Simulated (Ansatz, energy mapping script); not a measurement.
## MnS in the zinc-blende structure: J from the energies of magnetic orders

Aim: the exchange couplings of MnS in the zinc-blende structure from the energies of a few collinear orders, and the ordering temperature that they give.

Method: LDA with U = 4.4 eV on Mn d, ortho-atomic projectors; plane waves, U on orthogonalised atomic orbitals unless named otherwise, collinear spin, no spin–orbit coupling, in Ansatz 0.2.0.

## Step 1: The starting structure

The structure is cubic, space group F-43m (No. 216). Conventional cell: a = 5.674 Å, b = 5.674 Å, c = 5.674 Å, α = 90.00°, β = 90.00°, γ = 90.00°. Mn has 4 S at 2.46 Å nearest. Nearest to S lie 4 Mn at 2.46 Å. zincblende prototype, lattice guessed from radii. Farther neighbours and most contacts between anions are not listed.

As a file:

```cif
data_structure
_symmetry_space_group_name_H-M 'F-43m'
_symmetry_Int_Tables_number 216
_cell_length_a 5.6736
_cell_length_b 5.6736
_cell_length_c 5.6736
_cell_angle_alpha 90.000
_cell_angle_beta 90.000
_cell_angle_gamma 90.000
_cell_volume 182.63
loop_
_atom_site_label
_atom_site_type_symbol
_atom_site_symmetry_multiplicity
_atom_site_Wyckoff_symbol
_atom_site_fract_x
_atom_site_fract_y
_atom_site_fract_z
_atom_site_occupancy
Mn1 Mn 4 a 0.00000 0.00000 0.00000 1
S1 S 4 d 0.25000 0.25000 0.75000 1
```

This cell was built for the study (zincblende prototype, lattice guessed from radii), not taken from an experiment; the compound need not form in this structure.

The cell was relaxed beforehand in Ansatz under PBEsol with U = 4 eV on Mn d, ortho-atomic projectors, from parallel moments.

The U corrects the self-interaction that lets semilocal functionals spread d and f electrons too far. Its value here is typed, not computed.

## Step 2: A run to fix the orbital filling

A corrected shell can settle in several orbital fillings. One parallel run, with an occupation width a fifth wider than the orders use, therefore is to supply the occupation matrices. All orders start from them.

Contents of input.yaml:

```yaml
crystal:
  lattice:
    - [0.0, 2.836777444, 2.836777444]
    - [2.836777444, 0.0, 2.836777444]
    - [2.836777444, 2.836777444, 0.0]
  atoms:
    - { symbol: Mn, position: [0.0, 0.0, 0.0], spin: 4.5 }
    - { symbol: S, position: [0.25, 0.25, 0.25] }
magnetization:
  spin_polarized: true
kpoints:
  mp_grid: { grid: [8, 8, 8] }
hamiltonian:
  xc: lda
  hubbard:
    sites: [{ species: Mn, l: d, u_eff: 4.4 }]
    projectors: ortho-atomic
scf:
  occupations: { method: fermi_dirac, width: 0.06 }
output:
  eigenvalues: true
```

Started as:

```
> ansatz run input.yaml --threads 4 --pin off --max-ram 8192MiB --backend cpu --events-out ev --progress --plain --runs-dir out
```

Numbers of over 12 decimals in the logs are rounded to 6 here.

Log:

```text
Engine: ansatz 0.2.0, aarch64-unknown-linux-gnu
Pseudopotentials: kind: paw
Pseudopotential: Mn, paw, valence charge 15, recommended cutoff 420 eV (normal), Mn.paw.azcp
Pseudopotential: S, paw, valence charge 6, recommended cutoff 420 eV (normal), S.paw.azcp
Functional definition: SPW92
  exchange = slater_x
  correlation = pw_c
Crystal: 2 atoms, lattice volume = 45.657 Å³
Basis set: ecut = 420 eV, 893 PW (Γ)
Bands: 17, of which v1, the nominal top of the filled ones, is band 11 counted from 1 (10 counted from 0)
Symmetry: 24 space group operations
Space group: F-43m (ITA 216), of the structure as read, at distance tolerance 3.6e-5 Å
Magnetic group: BNS 216.74 (UNI 1576), of the structure as read, at distance tolerance 3.6e-5 Å
k-points: 29 of 512 (time reversal used)
Non-local potential: Mn, projectors of the file, l = 0: 3, l = 1: 2, l = 2: 3, l = 3: 1
Non-local potential: S, projectors of the file, l = 0: 2, l = 1: 2, l = 2: 2
PAW form: soft (Blöchl's): semilocal exchange-correlation on the pseudo side does not see the compensation charge
PAW frozen core: Mn, regenerated for the run's functional, and the local potential with it (the file was generated under x = pbe(κ = 0.804, μ = 0.219515), c = pbe(β = 0.066725))
PAW frozen core: S, regenerated for the run's functional, and the local potential with it (the file was generated under x = pbe(κ = 0.804, μ = 0.219515), c = pbe(β = 0.066725))
PAW one-centre angular grid: Mn, 590 points (default); XC on 64 Gauss nodes
PAW one-centre angular grid: S, 110 points (default); XC on 64 Gauss nodes
Initial density: superposition of atomic densities (chi_scale 0.1, normalization cell, long waves kept (reshape's long-wave potential 0.00 eV rms))
Starting moments: Σ|m| = 4.5 μB on 1 of 2 sites
Initial wavefunctions: pseudopotential atomic-orbital guess
Functional: x = slater, c = lda
SCF iter   1: F=—  HF=-4710.339743 eV  |F-HF|=—  |Δ(HF+E_count)|=         —  Δρ=5.15e-2 (↑5.15e-2 ↓2.45e-2)  dr2=1.92e0  dr2_m=2.00e-1  M=5.000 μB ∫|m|=5.000 μB  β_m=1.00  ethr=3.10e-3  ⟨swp⟩=4.6  Hψ=4676  notcnv=0
preconditioner: auto → none  [insulator: Δε(μ)=0.919 eV  Ē_g=10.317 eV  σ=0.060 eV  W_gap=1.00  n_scr=14 (ndim 8)  ℏωp=19.8 eV  f_vac=0.000  D(μ)=0.00/eV (n_scr^D=0)  ε∞_Penn≈4.7]
SCF iter   2: F=—  HF=-4709.965529 eV  |F-HF|=—  |Δ(HF+E_count)|=   3.74e-1  Δρ=9.60e-3 (↑9.42e-3 ↓9.60e-3)  dr2=1.50e-1  dr2_m=8.21e-3  M=5.000 μB ∫|m|=5.000 μB  β_m=1.00  ethr=3.10e-3  ⟨swp⟩=3.0  Hψ=2423  notcnv=0  defer=44
SCF iter   3: F=—  HF=-4710.040393 eV  |F-HF|=—  |Δ(HF+E_count)|=   7.49e-2  Δρ=5.55e-3 (↑5.55e-3 ↓4.75e-3)  dr2=3.88e-2  dr2_m=5.47e-4  M=5.000 μB ∫|m|=5.000 μB  β_m=1.00  ethr=7.12e-4  ⟨swp⟩=2.1  Hψ=1519  notcnv=0  defer=44
[...]
SCF iter   6: F=—  HF=-4710.131473 eV  |F-HF|=—  |Δ(HF+E_count)|=   2.33e-2  Δρ=5.11e-4 (↑5.11e-4 ↓3.66e-4)  dr2=5.33e-4  dr2_m=3.63e-6  M=5.000 μB ∫|m|=5.000 μB  β_m=0.55  ethr=7.99e-6  ⟨swp⟩=2.0  Hψ=1741  notcnv=0  defer=44
SCF iter   7: F=—  HF=-4710.131314 eV  |F-HF|=—  |Δ(HF+E_count)|=   1.59e-4  Δρ=1.80e-4 (↑1.80e-4 ↓1.46e-4)  dr2=3.62e-5  dr2_m=2.64e-6  M=5.000 μB ∫|m|=5.000 μB  β_m=0.49  ethr=2.54e-6  ⟨swp⟩=2.0  Hψ=1291  notcnv=0  defer=44
SCF iter   8: F=—  HF=-4710.131306 eV  |F-HF|=—  |Δ(HF+E_count)|=   8.17e-6  Δρ=4.85e-5 (↑4.12e-5 ↓4.85e-5)  dr2=4.32e-7  dr2_m=7.27e-7  M=5.000 μB ∫|m|=5.000 μB  β_m=0.59  ethr=1.72e-7  ⟨swp⟩=2.0  Hψ=1433  notcnv=0  defer=44
iter 9 did not close the SCF: its close was put off for a magnetic moment that had not settled (scf_convergence_deferred on its scf_iter line)
SCF iter   9: F=-4710.131306 eV  HF=-4710.131306 eV  |F-HF|=2.89e-8  |Δ(HF+E_count)|=   4.07e-7  Δρ=1.81e-5 (↑1.81e-5 ↓1.65e-5)  dr2=9.84e-8  dr2_m=9.01e-8  M=5.000 μB ∫|m|=5.000 μB  β_m=0.70  ethr=4.76e-10  ⟨swp⟩=5.4  Hψ=3948  notcnv=0
SCF iter  10: F=-4710.131306 eV  HF=-4710.131306 eV  |F-HF|=4.49e-9  |Δ(HF+E_count)|=   6.64e-8  Δρ=3.82e-6 (↑3.32e-6 ↓3.82e-6)  dr2=3.58e-10  dr2_m=5.27e-9  M=5.000 μB ∫|m|=5.000 μB  ethr=4.69e-10  ⟨swp⟩=1.1  Hψ=2659  notcnv=0
SCF 1 converged in 10 iterations: F = -4710.131306 eV  dr2 = 3.58e-10
[...]
SCF converged after 10 iterations
Magnetization: 5.0000 μB (13.0000 up, 8.0000 down)
Absolute magnetization: 5.0000 μB (∫|ρ↑−ρ↓|, with the PAW one-centre terms)
Spin contamination: 0.0110 ħ² per cell (⟨S²⟩ above its minimum at these occupations)
Per-site moments (μB) at R_I (Å): [(4.373525, 1.013398), (0.050551, 1.013398)]
Free energy (F): -4710.131306 eV
Harris-Foulkes:  -4710.131306 eV  (|F-HF|=4.49e-9)
Internal energy: -4710.131306 eV  (E = F + TS)
E sigma→0 (E₀):  -4710.131306 eV
Entropy (-TS):   -0.000001 eV (-0.000 meV/atom)
Fermi energy:    6.940725 eV
--- Per-component energies (eV) ---
  E_band       = -382.069746
  E_kinetic    = 403.452686
  E_local      = -2831.792093  (includes V_loc(G=0)·N_el)
  E_nonlocal   = 285.213305
  E_hartree    = 1155.325008
  E_xc         = -205.298171
  E_vxc        = -228.035104  (∫ρ·V_xc dr)
  E_hubbard    = 0.619824  (on-site DFT+U / exact-exchange correction)
  E_vhub       = -10.310056  (the Hubbard potential's part of the band-sum identity)
  E_paw        = -1816.443925  (= ΣΔE_a)
  E_vpaw       = -311.249236  (= ΣTr[D̂ρ^β])
  E_aug_tail   = -0.000009  (compensation charges beyond the density's cutoff)
  E_ewald      = -1701.745081
  E_core_change = 0.537151  (= ΣΔE_core)
  E_smearing   = -0.000001  (= −TS)
  E_closure    = -0.000000  (closes the sum)
  Σ components = -4710.131306   (vs F -4710.131306, Δ=0.00e0)
--- Band table (eV; the first three rows and the last of 58) ---
  k-point 0 ↑: bands = [... 7 lower, 0.1565, 1.0629, 1.0629, 6.3504, 6.3504, 6.3504, 7.4419, 12.3769, ... 2 higher]
  k-point 1 ↑: bands = [... 7 lower, 0.1956, 1.0574, 1.0574, 5.3766, 6.2012, 6.2012, 8.2471, 12.2090, ... 2 higher]
  k-point 2 ↑: bands = [... 7 lower, 0.2785, 1.0659, 1.0659, 3.9248, 5.8597, 5.8597, 9.0776, 12.2739, ... 2 higher]
  k-point 28 ↓: bands = [... 7 lower, 3.5196, 8.0190, 8.8091, 9.4382, 9.5149, 10.0049, 12.6449, 13.4581, ... 2 higher]
Occupation matrices written to <dir>
```

Wall time 1.2 s (4 threads of Arm Neoverse V2, shared host); peak memory 0.32 GiB.

Numbers from this step:

| Property | Result |
| --- | --- |
| final state | ferromagnetic |
| electrons in the corrected shells | 5.250 e |
| largest moment | 4.374 μB |

## Step 3: Run 1 (parallel; cell A, 4 atoms)

The parallel order is the zero of energy for this cell and mesh.

Contents of input.yaml:

```yaml
crystal:
  lattice:
    - [0.0, -2.836777444, -2.836777444]
    - [-2.836777444, 0.0, -2.836777444]
    - [2.836777444, 2.836777444, -5.673554888]
  atoms:
    - { symbol: Mn, position: [0.5, 0.5, 0.5], spin: 4.5 }
    - { symbol: Mn, position: [0.0, 0.0, 0.0], spin: 4.5 }
    - { symbol: S, position: [0.125, 0.125, 0.625] }
    - { symbol: S, position: [0.625, 0.625, 0.125] }
magnetization:
  spin_polarized: true
kpoints:
  mp_grid: { grid: [8, 8, 8] }
hamiltonian:
  xc: lda
  hubbard:
    sites:
      - { species: Mn, l: d, u_eff: 4.4 }
      - { site: 0, l: d, u_eff: 4.4, starting_ns: [{ spin: up, occupation_matrix: mn1_major }, { spin: down, occupation_matrix: mn1_minor }] }
      - { site: 1, l: d, u_eff: 4.4, starting_ns: [{ spin: up, occupation_matrix: mn1_major }, { spin: down, occupation_matrix: mn1_minor }] }
    projectors: ortho-atomic
    occupation_matrices:
      mn1_major:
        matrix:
          - [0.997, 0.0, 0.0, 0.0, 0.0]
          - [0.0, 0.994, 0.0, 0.0, 0.0]
          - [0.0, 0.0, 0.994, 0.0, 0.0]
          - [0.0, 0.0, 0.0, 0.997, 0.0]
          - [0.0, 0.0, 0.0, 0.0, 0.994]
      mn1_minor:
        matrix:
          - [0.025, 0.0, 0.0, 0.0, 0.0]
          - [0.0, 0.075, 0.0, 0.0, 0.0]
          - [0.0, 0.0, 0.075, 0.0, 0.0]
          - [0.0, 0.0, 0.0, 0.025, 0.0]
          - [0.0, 0.0, 0.0, 0.0, 0.075]
scf:
  occupations: { method: fermi_dirac, width: 0.05 }
output:
  eigenvalues: true
```

Log:

```text
[...]
Crystal: 4 atoms, lattice volume = 91.314 Å³
Basis set: ecut = 420 eV, 1779 PW (Γ)
Bands: 31, of which v1, the nominal top of the filled ones, is band 21 counted from 1 (20 counted from 0)
Symmetry: 12 space group operations
[...]
k-points: 65 of 512 (time reversal used)
[...]
Starting moments: Σ|m| = 9 μB on 2 of 4 sites
[...]
SCF iter   1: F=—  HF=-9420.766593 eV  |F-HF|=—  |Δ(HF+E_count)|=         —  Δρ=5.14e-2 (↑5.14e-2 ↓2.51e-2)  dr2=3.95e0  dr2_m=3.85e-1  M=10.000 μB ∫|m|=10.000 μB  β_m=1.00  ethr=3.10e-3  ⟨swp⟩=5.9  Hψ=16127  notcnv=0
[...]
spin=Collinear: Resta preconditioning applied to the charge; magnetization (m = ρ↑ − ρ↓) channel mixes plain (no charge-response kernel on spin).
SCF iter   2: F=—  HF=-9420.154016 eV  |F-HF|=—  |Δ(HF+E_count)|=   6.13e-1  Δρ=1.77e-2 (↑1.77e-2 ↓1.12e-2)  dr2=8.26e-1  dr2_m=2.70e-2  M=10.000 μB ∫|m|=10.000 μB  β_m=1.00  ethr=3.10e-3  ⟨swp⟩=3.0  Hψ=8879  notcnv=0  defer=329
[...]
SCF iter  12: F=-9420.262775 eV  HF=-9420.262775 eV  |F-HF|=9.59e-9  |Δ(HF+E_count)|=   2.12e-7  Δρ=2.01e-6 (↑2.01e-6 ↓1.86e-6)  dr2=2.19e-8  dr2_m=1.35e-10  M=10.000 μB ∫|m|=10.000 μB  ethr=2.38e-10  ⟨swp⟩=7.7  Hψ=14565  notcnv=0
SCF 1 converged in 12 iterations: F = -9420.262775 eV  dr2 = 2.19e-8
[...]
SCF converged after 12 iterations
Magnetization: 10.0000 μB (26.0000 up, 16.0000 down)
Absolute magnetization: 10.0000 μB (∫|ρ↑−ρ↓|, with the PAW one-centre terms)
[...]
Per-site moments (μB) at R_I (Å): [(4.373539, 1.013398), (4.373539, 1.013398), (0.050465, 1.013398), (0.050465, 1.013398)]
Free energy (F): -9420.262775 eV
[...]
Internal energy: -9420.262775 eV  (E = F + TS)
E sigma→0 (E₀):  -9420.262775 eV
Entropy (-TS):   -0.000000 eV (-0.000 meV/atom)
Fermi energy:    6.941423 eV
[...]
--- Specified on-site occupations, and those of the state reported ---
  electrons in the specified blocks: 10.5020 specified, 10.4997 found
  site 0 (l=d) ↑: largest change of an orbital's occupation 0.0003; electrons 4.9760 specified, 4.9749 found; spectral distance 0.0005
[...]
site 1 (l=d) ↓: largest change of an orbital's occupation 0.0002; electrons 0.2750 specified, 0.2749 found; spectral distance 0.0004
[...]
--- Band table (eV; the first three rows and the last of 130) ---
  k-point 0 ↑: bands = [... 17 lower, 1.0664, 1.1522, 1.1522, 1.6155, 5.3953, 5.3953, 6.3503, 6.3503, ... 6 higher]
  k-point 1 ↑: bands = [... 17 lower, 1.0609, 1.1419, 1.1419, 1.9427, 5.4306, 5.4306, 6.0132, 6.3109, ... 6 higher]
  k-point 2 ↑: bands = [... 17 lower, 1.0573, 1.1162, 1.1162, 2.5270, 5.3765, 5.5310, 5.5310, 6.2011, ... 6 higher]
  k-point 64 ↓: bands = [... 17 lower, 8.4486, 8.9194, 8.9540, 9.1684, 9.2461, 9.7000, 9.7793, 9.8336, ... 6 higher]
Occupation matrices written to <dir>
```

It took 8.9 s on 4 threads; peak memory 0.55 GiB.

Spin moment in the sphere by atom:

```csv
atom,spin moment in the sphere (μB)
Mn1,4.37
Mn2,4.37
S3,0.05
S4,0.05
```

The run ends ferromagnetic.

## Step 4: Run 2 (compensated +−; cell A, 4 atoms)

This order reverses 6 of the 12 neighbours at 4.01 Å, 6 of the 6 neighbours at 5.67 Å and 12 of the 24 neighbours at 6.95 Å, counted for an average magnetic atom.

input.yaml: that of step 3 with these lines changed.

```diff
@@ -7,3 +7,3 @@
     - { symbol: Mn, position: [0.5, 0.5, 0.5], spin: 4.5 }
-    - { symbol: Mn, position: [0.0, 0.0, 0.0], spin: 4.5 }
+    - { symbol: Mn, position: [0.0, 0.0, 0.0], spin: -4.5 }
     - { symbol: S, position: [0.125, 0.125, 0.625] }
@@ -20,3 +20,3 @@
       - { site: 0, l: d, u_eff: 4.4, starting_ns: [{ spin: up, occupation_matrix: mn1_major }, { spin: down, occupation_matrix: mn1_minor }] }
-      - { site: 1, l: d, u_eff: 4.4, starting_ns: [{ spin: up, occupation_matrix: mn1_major }, { spin: down, occupation_matrix: mn1_minor }] }
+      - { site: 1, l: d, u_eff: 4.4, starting_ns: [{ spin: up, occupation_matrix: mn1_minor }, { spin: down, occupation_matrix: mn1_major }] }
     projectors: ortho-atomic
```

Log:

```text
[...]
Crystal: 4 atoms, lattice volume = 91.314 Å³
Basis set: ecut = 420 eV, 1779 PW (Γ)
Bands: 31, of which v1, the nominal top of the filled ones, is band 21 counted from 1 (20 counted from 0)
Symmetry: 6 space group operations
[...]
k-points: 65 of 512 (time reversal used)
[...]
Starting moments: Σ|m| = 9 μB on 2 of 4 sites
Starting magnetic order: antiferromagnet; a translation exchanges its spin sublattices: spin-degenerate at every k-point
[...]
the translation (0.5, 0.5, 0.5) carries every atom to within crystal.symmetry.tolerance of an atom of its element with the starting moment reversed, but both spin channels are solved: the dense FFT box has an odd point count along it
SCF iter   1: F=—  HF=-9420.962505 eV  |F-HF|=—  |Δ(HF+E_count)|=         —  Δρ=4.03e-2 (↑4.03e-2 ↓4.03e-2)  dr2=4.40e0  dr2_m=2.83e-1  M=0.000 μB ∫|m|=9.453 μB  β_m=1.00  ethr=3.10e-3  ⟨swp⟩=5.7  Hψ=16402  notcnv=0
[...]
SCF iter  12: F=-9420.381052 eV  HF=-9420.381052 eV  |F-HF|=1.28e-8  |Δ(HF+E_count)|=   2.18e-7  Δρ=2.37e-6 (↑2.37e-6 ↓2.37e-6)  dr2=2.87e-8  dr2_m=1.12e-10  M=0.000 μB ∫|m|=9.705 μB  ethr=2.38e-10  ⟨swp⟩=6.6  Hψ=15811  notcnv=0
SCF 1 converged in 12 iterations: F = -9420.381052 eV  dr2 = 2.87e-8
[...]
SCF converged after 12 iterations
Magnetization: 0.0000 μB (21.0000 up, 21.0000 down)
Absolute magnetization: 9.7052 μB (∫|ρ↑−ρ↓|, with the PAW one-centre terms)
[...]
Per-site moments (μB) at R_I (Å): [(4.325043, 1.013398), (-4.325043, 1.013398), (0.024692, 1.013398), (-0.024692, 1.013398)]
Free energy (F): -9420.381052 eV
[...]
Internal energy: -9420.381052 eV  (E = F + TS)
E sigma→0 (E₀):  -9420.381052 eV
Fermi energy:    6.854877 eV
[...]
--- Specified on-site occupations, and those of the state reported ---
  electrons in the specified blocks: 10.5020 specified, 10.5562 found
[...]
--- Band table (eV; the first three rows and the last of 130) ---
  k-point 0 ↑: bands = [... 17 lower, 4.1123, 5.1700, 5.7944, 5.7944, 7.7790, 9.1969, 9.1969, 9.4863, ... 6 higher]
  k-point 1 ↑: bands = [... 17 lower, 4.1095, 5.0283, 5.7933, 5.7933, 7.9483, 9.2016, 9.2016, 9.4911, ... 6 higher]
  k-point 2 ↑: bands = [... 17 lower, 4.1027, 4.7018, 5.7906, 5.7906, 8.3541, 9.2127, 9.2127, 9.5012, ... 6 higher]
  k-point 64 ↓: bands = [... 17 lower, 3.0804, 3.8507, 4.1004, 4.4222, 8.3555, 8.8445, 9.1603, 9.4470, ... 6 higher]
Occupation matrices written to <dir>
```

Wall time 9.1 s (4 threads); peak memory 0.58 GiB.

Spin moment in the sphere by atom:

```csv
atom,spin moment in the sphere (μB)
Mn1,4.33
Mn2,-4.33
S3,0.02
S4,-0.02
```

The run ends antiferromagnetic, 59.14 meV a magnetic atom below the parallel order of its cell.

## Step 5: Order 3: parallel, cell B of 4 atoms

A new cell needs its own zero of energy.

This run holds the same structure in another cell (c 6.949 → 5.674 Å, α 73.2 → 90.0°, β 73.2 → 90.0°, γ 60.0 → 90.0°).

Contents of input.yaml:

```yaml
crystal:
  lattice:
    - [0.0, -2.836777444, -2.836777444]
    - [0.0, 2.836777444, -2.836777444]
    - [5.673554888, 0.0, 0.0]
  atoms:
    - { symbol: Mn, position: [0.5, 0.5, 0.5], spin: 4.5 }
    - { symbol: Mn, position: [0.0, 0.0, 0.0], spin: 4.5 }
    - { symbol: S, position: [0.0, 0.5, 0.75] }
    - { symbol: S, position: [0.5, 0.0, 0.25] }
magnetization:
  spin_polarized: true
kpoints:
  mp_grid: { grid: [7, 7, 5] }
hamiltonian:
  xc: lda
  hubbard:
    sites:
      - { species: Mn, l: d, u_eff: 4.4 }
      - { site: 0, l: d, u_eff: 4.4, starting_ns: [{ spin: up, occupation_matrix: mn1_major }, { spin: down, occupation_matrix: mn1_minor }] }
      - { site: 1, l: d, u_eff: 4.4, starting_ns: [{ spin: up, occupation_matrix: mn1_major }, { spin: down, occupation_matrix: mn1_minor }] }
    projectors: ortho-atomic
    occupation_matrices:
      mn1_major:
        matrix:
          - [0.997, 0.0, 0.0, 0.0, 0.0]
          - [0.0, 0.994, 0.0, 0.0, 0.0]
          - [0.0, 0.0, 0.994, 0.0, 0.0]
          - [0.0, 0.0, 0.0, 0.997, 0.0]
          - [0.0, 0.0, 0.0, 0.0, 0.994]
      mn1_minor:
        matrix:
          - [0.025, 0.0, 0.0, 0.0, 0.0]
          - [0.0, 0.075, 0.0, 0.0, 0.0]
          - [0.0, 0.0, 0.075, 0.0, 0.0]
          - [0.0, 0.0, 0.0, 0.025, 0.0]
          - [0.0, 0.0, 0.0, 0.0, 0.075]
scf:
  occupations: { method: fermi_dirac, width: 0.05 }
output:
  eigenvalues: true
```

Log:

```text
[...]
Crystal: 4 atoms, lattice volume = 91.314 Å³
Basis set: ecut = 420 eV, 1787 PW (Γ)
Bands: 31, of which v1, the nominal top of the filled ones, is band 21 counted from 1 (20 counted from 0)
Symmetry: 16 space group operations
[...]
k-points: 30 of 245 (time reversal used)
[...]
Starting moments: Σ|m| = 9 μB on 2 of 4 sites
[...]
k-point 0 ↑: bands = [... 17 lower, 1.0628, 1.2410, 1.2898, 2.5882, 3.9522, 3.9522, 6.3504, 6.3504, ... 6 higher]
  k-point 1 ↑: bands = [... 17 lower, 1.0796, 1.1099, 1.2237, 3.0260, 4.1780, 4.1780, 5.6801, 6.0890, ... 6 higher]
  k-point 2 ↑: bands = [... 17 lower, 0.9692, 1.1238, 1.1788, 3.8685, 4.7494, 4.7494, 4.7689, 5.4632, ... 6 higher]
  k-point 29 ↓: bands = [... 17 lower, 8.0866, 8.8193, 8.8449, 9.3122, 9.3928, 9.5822, 9.6206, 9.9584, ... 6 higher]
Occupation matrices written to <dir>
[key lines of the parts left out:]
SCF converged after 12 iterations
Magnetization: 10.0000 μB (26.0000 up, 16.0000 down)
Free energy (F): -9420.262586 eV
Fermi energy:    6.931695 eV
```

The job ended after 5.2 s (4 threads; peak memory 0.41 GiB).

The run ends ferromagnetic. For each magnetic atom its energy differs from the parallel run of the first cell by 0.09 meV, an error that one common reference would have brought in.

[end of part 1 of 2]

[Logs and program files are shortened in this print: banners, set-up blocks, solver, clock and traceback lines can be left out without a mark of their own.]

[Logs are printed without paths, hosts, clocks, repeated set-up lines and the standing remarks that a program may print on its own settings, such as how far it seeks lower states.]

[Hosts, paths, dates, database ids (printed as entryN), source tags and the programs' standing remarks are cut or masked in the printed files.]

[Where a cell is said to come from a database of computed structures, the database is the Materials Project.]
